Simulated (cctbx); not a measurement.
# Reading a Patterson map

Space group P-62m (no. 189), a = 7.7840 Å, b = 7.7840 Å, c = 3.1930 Å, α = 90.00°, β = 90.00°, γ = 120.00°, content Ta6 Co1 Sc2.

Simulated single-crystal data (cctbx): Mo Kα, λ = 0.71073 Å, to d = 0.84 Å, 50 % of the full sphere, strongest reflection 5000 counts, noise from counting, a 3 % proportional error and a noise floor of 15 counts (s.d.); no absorption.

Patterson synthesis, origin scaled to 1000:

```text
Patterson group P 6/m m m
      u       v       w   height  length (A)
  0.000   0.000   0.000   1000.0     0.00
  0.000   0.322   0.500    165.7     2.97
  0.131   0.393   0.500    136.7     3.14
  0.263   0.527   0.000    128.1     5.03
  0.197   0.598   0.000    112.8     4.11
  0.198   0.396   0.500     69.1     3.11
  0.000   0.383   0.000     23.0     2.98
  0.333   0.667   0.250     18.3     4.56
  0.000   0.130   0.228     17.1     1.24
  0.076   0.152   0.232     15.0     1.26
  0.140   0.279   0.284     14.5     2.09
  0.075   0.275   0.267      6.4     2.10
  0.075   0.450   0.200      3.4     3.31
  0.000   0.449   0.252      2.1     3.59
```

**Question.** Which atom pairs make the peaks, and where is the heaviest atom?

A peak at u stands for all pairs with xi − xj = u, with weight Σ ZiZj against Σ Z² = 33585 at the origin. Peak heights follow these weights only roughly, since form factors, motion and series ripples differ, all vectors within 0.55 Å of a peak are counted as merged into it though the farther ones add only part of their weight, and F(000) is left out, which lowers the whole map:

| u | v | w | shortest length (Å) | height | 1000 ΣZiZj/ΣZ² | pairs in the cell |
| --- | --- | --- | --- | --- | --- | --- |
| 0.000 | 0.322 | 0.500 | 2.97 | 166 | 309 | 1 × Ta–Ta, 2 × Ta–Sc, 1 × Ta–Co |
| 0.131 | 0.393 | 0.500 | 3.13 | 137 | 204 | 1 × Ta–Ta, 1 × Ta–Sc |
| 0.263 | 0.527 | 0.000 | 3.55 | 128 | 159 | 1 × Ta–Ta |
| 0.197 | 0.598 | 0.000 | 4.11 | 113 | 159 | 1 × Ta–Ta |
| 0.198 | 0.396 | 0.500 | 3.11 | 69 | 317 | 2 × Ta–Ta |

The table stops at ten peaks or at a height of 45, below which ripples compete. In the model behind the data Ta, the heaviest element, has 2 independent sites: (0.4033, 0, 0) and (0.7349, 0, 1/2), up to an allowed shift of origin; the Ta–Ta vectors are differences of these positions and their symmetry mates. The whole model:

```
atom  mult.       x    y    z  Ueq (Å²)
 Ta1      3  0.4033    0    0    0.0181
 Ta2      3  0.7349    0  1/2    0.0159
 Co1      1       0    0    0    0.0159
 Sc1      2     2/3  1/3  1/2    0.0318
```

The model was made for the exercise: a known structure type with other elements put in, its volume estimated, not relaxed; displacement parameters are assumed.

[Logs are printed without paths, hosts, clocks, repeated set-up lines and the standing remarks that a program may print on its own settings, such as how far it seeks lower states.]
